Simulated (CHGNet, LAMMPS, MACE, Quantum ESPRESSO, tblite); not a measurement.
# Bulk modulus two ways: amorphous 32Ga2O3-68GeO2 (mol %) (69 atoms), QE, PBE

The cell holds 69 atoms (12 Ga, 13 Ge and 44 O). Recipe: 69 atoms (12 Fe, 13 Ge, 44 O) placed at random at 3.56 g/cm³, melted at 5000 K for 10 ps at fixed volume with the Morse and Coulomb pair potential with partial charges (Pedone, Malavasi, Menziani, Cormack and Segre, J. Phys. Chem. B 110, 11780 (2006)). Quenched from 5000 K to 300 K at 20 K/ps and fixed volume, held 5 ps, then minimised at fixed cell. Then Fe was replaced by Ga and the cell scaled by 1.006 (the potential has no terms for the new elements, so the cell is a start for a DFT relaxation). Then the atoms were relaxed with MACE MPA-0 medium in the fixed cell.

Calculated with Quantum ESPRESSO 7.5: PBE; plane waves, SSSP efficiency, 70/560 Ry; k-points Γ. The cell is scaled evenly by ±3 % in volume, and MACE MPA-0 medium relaxes the atoms at each volume before the single point.

| volume (Å³/atom) | energy less the middle row's (meV/atom) | pressure (GPa) |
| --- | --- | --- |
| 15.486 | -7.785 | -2.065 |
| 15.965 | 0.000 | -3.563 |
| 16.444 | 9.845 | -4.365 |

**Question.** Find the bulk modulus at the middle volume from the pressures and from the energies, and check the printed pressure against the slope of the energy (1 meV/Å³ = 0.16022 GPa).

**Working.**

The step is h = 0.4789 Å³. From pressures: B = −V dP/dV = 15.965 × (-2.065 − (-4.365)) / (2 × 0.4789) = 38.3 GPa.

From energies: B = V d²E/dV² = 15.965 × (-7.785 + (9.845)) / 0.4789² = 143.4 meV/Å³ = 23.0 GPa.

Slope: P = −dE/dV = −(9.845 − (-7.785)) / (2 × 0.4789) = -18.4 meV/Å³ = -2.95 GPa, against -3.56 GPa printed.

The modulus from energies lies 40 % under that from pressures.

A central difference over ±3 % overstates P by about B(1 + B′)(0.03)²/6, some 0.03 GPa for B′ = 4, which is small against the gap found. The atoms follow MACE MPA-0 medium, so this level's forces do work along the path, which enters the energies but not the printed pressures. A stress printed at a finite cutoff holds the number of plane waves fixed and tends to come out low, which is the sign found here.

Limits: three points, a static cell at zero temperature, the cell shape held; the modulus is that at -3.6 GPa, not at zero pressure.

[Hosts, paths, dates, database ids (printed as entryN), source tags and the programs' standing remarks are cut or masked in the printed files.]
